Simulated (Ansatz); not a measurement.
# CdS (Greenockite, P6_3mc): lattice thermal conductivity

How well does the lattice of CdS (Greenockite) conduct heat?

Experimental results on record:
- thermal conductivity 16 W/m/K near room temperature (given in “Combining the AFLOW GIBBS and Elastic Libraries to efficiently and robustly screen thermo-mechanical properties of solids”, 2017, arXiv:1611.05714)

Calculated with Ansatz 0.2.0; DFT r2SCAN, scalar-relativistic, plane waves, PAW; PAW set soft_1.

The database entry behind the starting cell differs from later determinations by our own check (about 0.35 % long), so it need not match the best structure at ambient conditions.

### Step 1. Starting point

Symmetry: P6_3mc, No. 186, hexagonal system. Conventional cell: a = 4.150 Å, b = 4.150 Å, c = 6.737 Å, α = 90.00°, β = 90.00°, γ = 120.00°. Nearest to Cd lie 4 S at 2.53 to 2.54 Å. Nearest to S lie 4 Cd at 2.53 to 2.54 Å. Farther neighbours and most contacts between anions are not listed.

### Step 2. Probe on a coarse mesh

Before spending time, one coarse run tells the gap and the pressure of the starting cell.

input.yaml reads:

```yaml
crystal:
  lattice:
    - [4.15, 0.0, 0.0]
    - [-2.075, 3.5940054257, 0.0]
    - [0.0, 0.0, 6.737]
  atoms:
    - { symbol: Cd, position: [0.3333333333, 0.6666666667, 0.0] }
    - { symbol: Cd, position: [0.6666666667, 0.3333333333, 0.5] }
    - { symbol: S, position: [0.3333333333, 0.6666666667, 0.375] }
    - { symbol: S, position: [0.6666666667, 0.3333333333, 0.875] }
kpoints:
  mp_grid: { grid: [6, 6, 4] }
hamiltonian:
  xc: r2scan
  pseudopotentials: { kind: paw, azcp: { folder: soft_1 } }
scf:
  occupations: { method: gaussian, width: 0.1 }
  lower_state_search: "off"
output:
  forces: true
  stress: true
  eigenvalues: true
```

On the command line:

```bash
$ ansatz run input.yaml --threads 18 --pin off --max-ram 92160MiB --backend cuda --events-out ev --progress --plain --runs-dir out --max-vram 78GiB
```

Numbers of over 12 decimals in the logs are rounded to 6 here.

Log:

```text
Engine: ansatz 0.2.0, aarch64-unknown-linux-gnu
Pseudopotentials: kind: paw
Pseudopotential: Cd, paw, valence charge 20, recommended cutoff 500 eV (meta_gga), soft_1/Cd.paw.azcp
Pseudopotential: S, paw, valence charge 6, recommended cutoff 500 eV (meta_gga), soft_1/S.paw.azcp
Functional definition: r2SCAN
  parameter k0 = 0.174
  parameter k1 = 0.065
  parameter a1 = 4.9479
  exchange = r2scan_x(k0 = k0, k1 = k1, a1 = a1)
  correlation = r2scan_c
device memory: the entry about to start is reckoned to put 2.1 GiB on a device that reports 161.0 GiB free (of which the cap on the GPU budget leaves the run 78.0 GiB)
GPU FFT provider: cuFFT
GPU libraries: cuBLAS 13.8.1, cuFFT 12.4.0, cuSOLVER 12.3.2
GPU matrix products: emulated (plane waves: as basis.precision tells), large ones in fixed point in workspaces of 1.00 GiB
Crystal: 4 atoms, lattice volume = 100.483 Å³
Basis set: ecut = 500 eV, 2539 PW (Γ), exchange–correlation on 128×128×200 points (64 copies of the dense FFT grid, shifted against one another)
Bands: 32, of which v1, the nominal top of the filled ones, is band 26 counted from 1 (25 counted from 0)
Symmetry: 12 space group operations
Space group: P63mc (ITA 186), of the structure as read, at distance tolerance 4.6e-5 Å
k-points: 21 of 144 (time reversal used)
Non-local potential: Cd, projectors of the file, l = 0: 3, l = 1: 2, l = 2: 2, l = 3: 1
Non-local potential: S, projectors of the file, l = 0: 2, l = 1: 2, l = 2: 1
PAW form: soft (Blöchl's): semilocal exchange-correlation on the pseudo side does not see the compensation charge
PAW frozen core: Cd, regenerated for the run's functional (the file was generated under x = pbe(κ = 0.804, μ = 0.219515), c = pbe(β = 0.066725))
PAW frozen core: S, regenerated for the run's functional (the file was generated under x = pbe(κ = 0.804, μ = 0.219515), c = pbe(β = 0.066725))
PAW one-centre angular grid: Cd, 590 points (default); XC on 160 Gauss nodes
PAW one-centre angular grid: S, 302 points (default); XC on 160 Gauss nodes
Initial density: superposition of atomic densities (chi_scale 0.1, normalization cell, long waves kept (reshape's long-wave potential 0.00 eV rms))
Initial wavefunctions: pseudopotential atomic-orbital guess
GPU buffer pool allocated for 51200 grid points (all kernels)
GPU transforms: local potential: pruned to the plane-wave sphere, on 30×32×50; band sums: pruned to the plane-wave sphere, on 32×32×50
Functional: x = r2scan, c = r2scan; τ floored in thin density (d = 2e-4 eV/Å³)
iter 1 solved again at ethr=1.51e-3 eV; its pass at ethr=3.10e-3 eV (dr2=7.87e-1 eV) is discarded
SCF iter   1: F=-18351.133931 eV  HF=-18351.324395 eV  |F-HF|=1.90e-1  |Δ(HF+E_count)|=         —  Δρ=3.13e-2  dr2=7.78e-1  dr2_τ=3.35e-2  ethr=1.51e-3  ⟨swp⟩=1.0  Hψ=4101  notcnv=0
preconditioner: auto → Resta (q_TF=auto, 2.445 Å⁻¹)  ε∞=4.1  [insulator: Δε(μ)=1.743 eV  Ē_g=12.532 eV  σ=0.100 eV  W_gap=1.00  n_scr=22 (ndim 8)  ℏωp=22.2 eV  f_vac=0.074  D(μ)=0.00/eV (n_scr^D=0)  ε∞_Penn≈4.1]
SCF iter   2: F=-18351.318189 eV  HF=-18351.296988 eV  |F-HF|=2.12e-2  |Δ(HF+E_count)|=   2.74e-2  Δρ=1.58e-2  dr2=1.99e-1  dr2_τ=1.77e-2  ethr=1.50e-3  ⟨swp⟩=3.0  Hψ=1428  notcnv=0
SCF iter   3: F=-18351.341265 eV  HF=-18351.341098 eV  |F-HF|=1.67e-4  |Δ(HF+E_count)|=   4.41e-2  Δρ=4.87e-3  dr2=2.13e-2  dr2_τ=4.53e-4  ethr=3.83e-4  ⟨swp⟩=2.0  Hψ=1097  notcnv=0  defer=21
SCF iter   4: F=-18351.344611 eV  HF=-18351.344130 eV  |F-HF|=4.82e-4  |Δ(HF+E_count)|=   3.03e-3  Δρ=9.07e-4  dr2=8.58e-4  dr2_τ=5.14e-5  ethr=4.09e-5  ⟨swp⟩=2.8  Hψ=1165  notcnv=0
automatic band count: iteration 4 solves 31 bands in place of 32: the levels show a gap, and the empty bands left out lie too high to hold charge; the band table lists the bands solved (type scf.n_extra_bands for more)
SCF iter   5: F=-18351.344866 eV  HF=-18351.344821 eV  |F-HF|=4.53e-5  |Δ(HF+E_count)|=   6.91e-4  Δρ=2.61e-4  dr2=7.93e-5  dr2_τ=4.62e-6  ethr=1.65e-6  ⟨swp⟩=2.0  Hψ=1059  notcnv=0
SCF iter   6: F=-18351.345717 eV  HF=-18351.345716 eV  |F-HF|=1.53e-6  |Δ(HF+E_count)|=   8.95e-4  Δρ=4.53e-5  dr2=2.61e-6  dr2_τ=9.84e-8  ethr=1.53e-7  ⟨swp⟩=2.0  Hψ=897  notcnv=0
SCF iter   7: F=-18351.345718 eV  HF=-18351.345718 eV  |F-HF|=3.69e-8  |Δ(HF+E_count)|=   2.14e-6  Δρ=1.11e-5  dr2=1.23e-7  dr2_τ=2.28e-9  ethr=5.02e-9  ⟨swp⟩=2.0  Hψ=1029  notcnv=0
SCF iter   8: F=-18351.345718 eV  HF=-18351.345718 eV  |F-HF|=1.43e-9  |Δ(HF+E_count)|=   6.96e-8  Δρ=2.65e-6  dr2=6.56e-9  dr2_τ=2.60e-10  ethr=1.92e-10  ⟨swp⟩=7.4  Hψ=3138  notcnv=0
SCF 1 converged in 8 iterations: F = -18351.345718 eV  dr2 = 6.56e-9
  greatest PAW one-centre occupation: 1.002 electrons in one spin orbital (limit 2), on the Cd atom at site 1 (counted from 0), in its partial waves of l = 0
SCF converged after 8 iterations
Free energy (F): -18351.345718 eV
Harris-Foulkes:  -18351.345718 eV  (|F-HF|=1.43e-9)
Internal energy: -18351.345718 eV  (E = F + TS)
E sigma→0 (E₀):  -18351.345718 eV
Fermi energy:    7.295847 eV
--- Per-component energies (eV) ---
  E_band       = -1074.841537
  E_kinetic    = 1091.960245
  E_local      = -8130.414776  (includes V_loc(G=0)·N_el)
  E_nonlocal   = 311.714825
  E_hartree    = 3702.035865
  E_xc         = -465.069450
  E_vxc        = -611.268507  (∫ρ·V_xc dr)
  E_paw        = -9477.831153  (= ΣΔE_a)
  E_vpaw       = -1179.035179  (= ΣTr[D̂ρ^β])
  E_aug_tail   = 0.000014  (compensation charges beyond the density's cutoff)
  E_vtau       = 38.137337  (kinetic-family band-sum trace: ∫τ·v_τ [+ j·A + Jᵃ·Aᵃ] dr)
  E_ewald      = -5382.392226
  E_core_change = -1.349063  (= ΣΔE_core)
  E_smearing   = -0.000000  (= −TS)
  E_closure    = -0.000000  (closes the sum)
  Σ components = -18351.345718   (vs F -18351.345718, Δ=0.00e0)
--- Forces (eV/Å), atoms counted from 1 ---
  atom   1  Cd     0.00000000     0.00000000    -0.07054904
  atom   2  Cd     0.00000000    -0.00000000    -0.07054904
  atom   3  S      0.00000000     0.00000000     0.07052652
  atom   4  S      0.00000000    -0.00000000     0.07052652
  max |Σ_I F_I| component: 4.50e-5 eV/Å
--- Stress (GPa, compression-positive) ---
        0.532226       0.000000      -0.000000
        0.000000       0.532226       0.000000
       -0.000000      -0.000000       1.115387
  P = ⅓ Tr σ = 0.7266 GPa (7.266 kbar)
--- Band table (eV; the first three rows and the last of 21) ---
  k-point 0: bands = [... 22 lower, 5.6968, 6.4240, 6.4671, 6.4671, 8.1204, 9.7191, 13.4374, 13.4374, ... 1 higher]
  k-point 1: bands = [... 22 lower, 5.8036, 5.8036, 6.3478, 6.3478, 8.9618, 9.7947, 13.2638, 13.4990, ... 1 higher]
  k-point 2: bands = [... 22 lower, 6.0695, 6.0695, 6.0695, 6.0695, 9.7629, 9.7629, 13.0896, 13.0896, ... 1 higher]
  k-point 20: bands = [... 22 lower, 4.0353, 4.0353, 5.3408, 5.3408, 11.3380, 11.3380, 12.8609, 12.8609, ... 1 higher]
```

Elapsed: 1 s, on 1 × NVIDIA GB200 with 18 threads of Arm Neoverse V2, shared host; peak memory 1.2 GiB.

Reading the cycles: dr2 is the Hartree energy of the density residual (eV), the measure of convergence; HF is the Harris–Foulkes estimate of the energy, which meets the free energy F at convergence.

This step gave:

* pressure: 0.7266 GPa
* gap on the k-mesh: 1.653 eV
* volume per atom: 25.12 Å³/atom

Force by atom:

```
atom  x (eV/Å)  y (eV/Å)  z (eV/Å)    size
 Cd1    0.0000    0.0000   -0.0705  0.0705
 Cd2    0.0000    0.0000   -0.0705  0.0705
  S3    0.0000    0.0000    0.0705  0.0705
  S4    0.0000    0.0000    0.0705  0.0705
```

The start is under 0.73 GPa at this level and looks like an insulator or semiconductor on this mesh.

### Step 3. Finding the static equilibrium

Phonons are second derivatives about a minimum, so cell and atoms are relaxed first, inside the symmetry of the start.

input.yaml, the sections that differ from step 2:

```yaml
kpoints:
  mp_grid: { grid: [9, 9, 4] }
scf:
  occupations: { method: gaussian, width: 0.02 }
  lower_state_search: "off"
relax:
  adjacent_minimum: "off"
  f_tol: 0.005
  max_steps: 80
  cell: { stress_tol: 0.05 }
# crystal, hamiltonian, output: as in step 2
```

Log:

```text
[...]
Crystal: 4 atoms, lattice volume = 100.483 Å³
Basis set: ecut = 500 eV, 2539 PW (Γ), exchange–correlation on 128×128×200 points (64 copies of the dense FFT grid, shifted against one another)
Bands: 32, of which v1, the nominal top of the filled ones, is band 26 counted from 1 (25 counted from 0)
Symmetry: 12 space group operations
[...]
k-points: 36 of 324 (time reversal used)
[...]
SCF iter   2: F=-18351.319813 eV  HF=-18351.298525 eV  |F-HF|=2.13e-2  |Δ(HF+E_count)|=   2.72e-2  Δρ=1.58e-2  dr2=1.99e-1  dr2_τ=1.77e-2  ethr=1.49e-3  ⟨swp⟩=3.0  Hψ=2448  notcnv=0
[...]
SCF iter   8: F=-18351.347309 eV  HF=-18351.347309 eV  |F-HF|=4.38e-9  |Δ(HF+E_count)|=   6.44e-8  Δρ=3.27e-6  dr2=9.99e-9  dr2_τ=3.87e-10  ethr=1.92e-10  ⟨swp⟩=10.7  Hψ=5867  notcnv=0
SCF 1 converged in 8 iterations: F = -18351.347309 eV  dr2 = 9.99e-9
[...]
relax step   1: F+E_penalty+E_count = -18351.34730913 eV  Δ(F+E_penalty+E_count) = +0.000e0 eV  max|allowed force component| = 7.136e-2 eV/Å  Δτ_max = 0.0000 Å  P = +0.723 GPa  Ω = 100.483 Å³  (8 SCF iters, dr2 threshold 1.00e-7 eV, accepted)
[...]
Crystal: 4 atoms, lattice volume = 101.752 Å³
Basis set: ecut = 500 eV, 2575 PW (Γ), exchange–correlation on 128×128×200 points (64 copies of the dense FFT grid, shifted against one another)
[...]
SCF iter   2: F=-18351.350205 eV  HF=-18351.350310 eV  |F-HF|=1.05e-4  |Δ(HF+E_count)|=   9.50e-3  Δρ=3.36e-4  dr2=1.84e-4  dr2_τ=1.15e-5  ethr=7.04e-7  ⟨swp⟩=2.6  Hψ=2365  notcnv=0
[...]
SCF 2 converged in 6 iterations: F = -18351.350267 eV  dr2 = 1.90e-7
relax step   2: F+E_penalty+E_count = -18351.35026728 eV  Δ(F+E_penalty+E_count) = -2.958e-3 eV  max|allowed force component| = 2.584e-2 eV/Å  Δτ_max = 0.0027 Å  P = -0.058 GPa  Ω = 101.752 Å³  energy of the carried Pulay correction = -4.980e-4 eV  (6 SCF iters, dr2 threshold 4.00e-7 eV, accepted)
[...]
SCF 3 converged in 5 iterations: F = -18351.350440 eV  dr2 = 1.48e-8
[...]
relax step   3: F+E_penalty+E_count = -18351.35043955 eV  Δ(F+E_penalty+E_count) = -1.723e-4 eV  max|allowed force component| = 1.084e-2 eV/Å  Δτ_max = 0.0020 Å  P = -0.018 GPa  Ω = 101.686 Å³  energy of the carried Pulay correction = -4.722e-4 eV  (5 SCF iters, dr2 threshold 4.17e-8 eV, accepted)
[...]
relax step   4: F+E_penalty+E_count = -18351.35048590 eV  Δ(F+E_penalty+E_count) = -4.635e-5 eV  max|allowed force component| = 1.132e-4 eV/Å  Δτ_max = 0.0018 Å  P = +0.000 GPa  Ω = 101.656 Å³  energy of the carried Pulay correction = -4.607e-4 eV  (6 SCF iters, dr2 threshold 7.34e-9 eV, accepted)
[...]
SCF iter   5: F=-18351.350949 eV  HF=-18351.350949 eV  |F-HF|=1.46e-11  |Δ(HF+E_count)|=  6.55e-11  Δρ=1.42e-7  dr2=1.74e-11  dr2_τ=3.76e-12  ethr=1.00e-12  ⟨swp⟩=5.3  Hψ=4704  notcnv=0
SCF 5 converged in 5 iterations: F = -18351.350949 eV  dr2 = 1.74e-11
relax step   5: F+E_penalty+E_count = -18351.35094940 eV  Δ(F+E_penalty+E_count) = -4.635e-4 eV  max|allowed force component| = 1.237e-4 eV/Å  Δτ_max = 0.0000 Å  P = +0.001 GPa  Ω = 101.656 Å³  stress off target by 2.35e-3 GPa  SCF on the basis re-selected at this cell (its energy is not comparable with the rows above)  (5 SCF iters)
basis re-selected at this cell: Δ(F+E_penalty+E_count) = -4.635e-4 eV, ΔP = +0.001 GPa vs the last step (what re-selecting the basis moved, of the pressure what is left beyond the Pulay correction that the steps carried, after the strain that the cell walked since its last selection, with what the two solves' SCF thresholds leave and, on support functions, any second-order correction that the steps lacked; it is no m [...]
SCF converged after 5 iterations
Free energy (F): -18351.350949 eV
[...]
Internal energy: -18351.350949 eV  (E = F + TS)
E sigma→0 (E₀):  -18351.350949 eV
Fermi energy:    7.118153 eV
[...]
--- Forces (eV/Å), atoms counted from 1 ---
  atom   1  Cd     0.00000000     0.00000000    -0.00012291
  atom   2  Cd    -0.00000000    -0.00000000    -0.00012291
  atom   3  S     -0.00000000     0.00000000     0.00012453
  atom   4  S      0.00000000    -0.00000000     0.00012453
  max |Σ_I F_I| component: 3.24e-6 eV/Å
--- Stress (GPa, compression-positive) ---
        0.002350      -0.000000       0.000000
        0.000000       0.002350       0.000000
        0.000000       0.000000      -0.001289
  P = ⅓ Tr σ = 0.0011 GPa (0.011 kbar)
--- Band table (eV; the first three rows and the last of 36) ---
  k-point 0: bands = [... 22 lower, 5.5641, 6.2652, 6.3045, 6.3045, 7.9317, 9.5267, 13.2793, 13.2793, ... 2 higher]
  k-point 1: bands = [... 22 lower, 5.6670, 5.6670, 6.1901, 6.1901, 8.7677, 9.6022, 13.0874, 13.3401, ... 2 higher]
  k-point 2: bands = [... 22 lower, 5.9228, 5.9228, 5.9228, 5.9228, 9.5671, 9.5671, 12.8995, 12.8995, ... 2 higher]
  k-point 35: bands = [... 22 lower, 3.9100, 3.9100, 5.2111, 5.2111, 11.1511, 11.1511, 12.7144, 12.7144, ... 2 higher]
--- Relaxed structure (4 steps of the walk, 4 accepted, 1 SCFs on fresh bases) ---
  F+E_penalty+E_count = -18351.35094940 eV   max|allowed force component| = 1.237e-4 eV/Å   (the final SCF, on the basis selected at the relaxed cell)
  cell:  # Å, volume = 101.6563 Å³
    - [4.164634, 0.0, 4.9586426090867844e-18]
    - [-2.082317, 3.606679, -2.479321304543391e-18]
    - [8.049728977697073e-18, 0, 6.767836]
  atoms:
    - { symbol: Cd, position: [0.333333, 0.666667, -0.000955862] }
    - { symbol: Cd, position: [0.666667, 0.333333, 0.499044] }
    - { symbol: S, position: [0.333333, 0.666667, 0.375956] }
    - { symbol: S, position: [0.666667, 0.333333, 0.875956] }
```

It took 5 s on 1 × NVIDIA GB200 with 18 threads; peak memory 1.1 GiB.

Step by step:

```
step  energy less that of the first step (eV)  largest force component (eV/Å)  pressure (GPa)  volume (Å³)
   1                                   0.0000                          0.0714            0.72       100.48
   2                                  -0.0030                          0.0258           -0.06       101.75
   3                                  -0.0031                          0.0108           -0.02       101.69
   4                                  -0.0032                          0.0001            0.00       101.66
  5*                                  -0.0036                          0.0001            0.00       101.66
```

Relaxation steps marked * repeat the geometry before them on a plane-wave basis chosen anew for their cell, so energy and pressure can jump there.

The run keeps the 12 symmetry operations that it works with, so distortions that break them were not tested.

```
conventional cell, symmetrised  before  after  change
                         a (Å)   4.150  4.165  +0.4 %
                         b (Å)   4.150  4.165  +0.4 %
                         c (Å)   6.737  6.768  +0.5 %
              volume (Å³/atom)   25.12  25.41  +1.2 %
```

Final coordinates:

```cif
data_structure
_symmetry_space_group_name_H-M 'P 1'
_symmetry_Int_Tables_number 1
_cell_length_a 4.1646
_cell_length_b 4.1646
_cell_length_c 6.7678
_cell_angle_alpha 90.000
_cell_angle_beta 90.000
_cell_angle_gamma 120.000
_cell_volume 101.66
loop_
_atom_site_label
_atom_site_type_symbol
_atom_site_fract_x
_atom_site_fract_y
_atom_site_fract_z
_atom_site_occupancy
Cd1 Cd 0.33333 0.66667 0.99904 1
Cd2 Cd 0.66667 0.33333 0.49904 1
S3 S 0.33333 0.66667 0.37596 1
S4 S 0.66667 0.33333 0.87596 1
```

This step gave:

- pressure: 0.001137 GPa
- gap on the k-mesh: 1.627 eV
- volume per atom: 25.41 Å³/atom

The relaxation ends with a largest force component of 1.2e-4 eV/Å and a pressure of 0.00 GPa.

### Step 4. Tight relaxation

The thresholds are tightened for a last relaxation ahead of the phonons, and where mesh or smearing change with them the cell follows.

input.yaml, the sections that differ from step 3:

```yaml
crystal:
  lattice:
    - [4.1646339296, 0.0, 0.0]
    - [-2.0823169648, 3.6066787805, 0.0]
    - [0.0, 0.0, 6.7678360047]
  atoms:
    - { symbol: Cd, position: [0.3333333333, 0.6666666667, -0.0009558619] }
    - { symbol: Cd, position: [0.6666666667, 0.3333333333, 0.4990441381] }
    - { symbol: S, position: [0.3333333333, 0.6666666667, 0.3759558619] }
    - { symbol: S, position: [0.6666666667, 0.3333333333, 0.8759558619] }
scf:
  occupations: { method: fixed }
  lower_state_search: "off"
relax:
  adjacent_minimum: "off"
  f_tol: 0.001
  max_steps: 60
  cell: { stress_tol: 0.01 }
# kpoints, hamiltonian, output: as in step 3
```

Log:

```text
[...]
Crystal: 4 atoms, lattice volume = 101.656 Å³
Basis set: ecut = 500 eV, 2575 PW (Γ), exchange–correlation on 128×128×200 points (64 copies of the dense FFT grid, shifted against one another)
Bands: 32, of which v1, the nominal top of the filled ones, is band 26 counted from 1 (25 counted from 0)
Symmetry: 12 space group operations
[...]
--- Relaxed structure (1 steps of the walk, 1 accepted, 1 SCFs on fresh bases) ---
[...]
cell:  # Å, volume = 101.6563 Å³
    - [4.164634, 0.0, 0.0]
    - [-2.082317, 3.606679, 0.0]
    - [0.0, 0.0, 6.7678360047]
  atoms:
    - { symbol: Cd, position: [0.333333, 0.666667, -0.0009558619] }
    - { symbol: Cd, position: [0.666667, 0.333333, 0.4990441381] }
    - { symbol: S, position: [0.333333, 0.666667, 0.3759558619] }
    - { symbol: S, position: [0.666667, 0.333333, 0.8759558619] }
[key lines of the parts left out:]
SCF converged after 6 iterations
Free energy (F): -18351.350949 eV
Fermi energy:    6.304475 eV
P = ⅓ Tr σ = 0.0011 GPa (0.011 kbar)
```

It took 3.1 s on 1 × NVIDIA GB200 with 18 threads; peak memory 1.2 GiB.

Little changed from the start: no atom moved by 0.005 Å and no cell edge by 0.1 %.

Numbers from this step:

```
pressure : 0.001142 GPa
```

The residual pressure is 0.0011 GPa, small enough for phonons.

### Step 5. A faulty attempt

This input was changed on purpose, to see how the program answers.

input.yaml, the sections that differ from step 4:

```yaml
kpoints:
  mp_grid: { grid: [8, 8, 4] }
scf:
  occupations: { method: fixed }
  lower_state_search: "off"
  max_iter: 50
output:
  eigenvalues: true
phonons:
  supercell: [2, 2, 1]
  dielectric: false
  third_order: { supercell: [2, 2, 1], pair_cutoff: 1.0 }
  lattice_thermal_conductivity:
    qmesh: [9, 9, 5]
    temperatures: [300]
    isotope_mass_variance:
      - { species: Cd, variance: 0.0002716 }
      - { species: S, variance: 0.0001651 }
# crystal, hamiltonian: as in step 4
# relax: removed
```

Log:

```text
Error: invalid value for `phonons.third_order.pair_cutoff`: 1.0000 Å reaches no neighbour of site 0 of the crystal (counted from 0; the nearest site to it is 2.5447 Å away), so of that site only on-site third-order constants would be kept, which the sum rule sets to zero whatever the forces; raise pair_cutoff past that separation, and enlarge phonons.third_order.supercell if that is not below half its shortest translation
```

Wall time 0.13 s (18 threads); peak memory 0.07 GiB.

The input was rejected at the start.

The program's message: “Error: invalid value for `phonons.third_order.pair_cutoff`: 1.0000 Å reaches no neighbour of site 0 of the crystal (counted from 0; the nearest site to it is 2.5447 Å away), so of that site only on-si …”

The fault put into the input: a pair cutoff that reaches no neighbour.

(Continued in part 2 of 3.)

[Logs are printed without paths, hosts, clocks, repeated set-up lines and the standing remarks that a program may print on its own settings, such as how far it seeks lower states.]

[Hosts, paths, dates, database ids (printed as entryN), source tags and the programs' standing remarks are cut or masked in the printed files.]

[A step with changed settings may run another functional than the one named; its input shows which.]
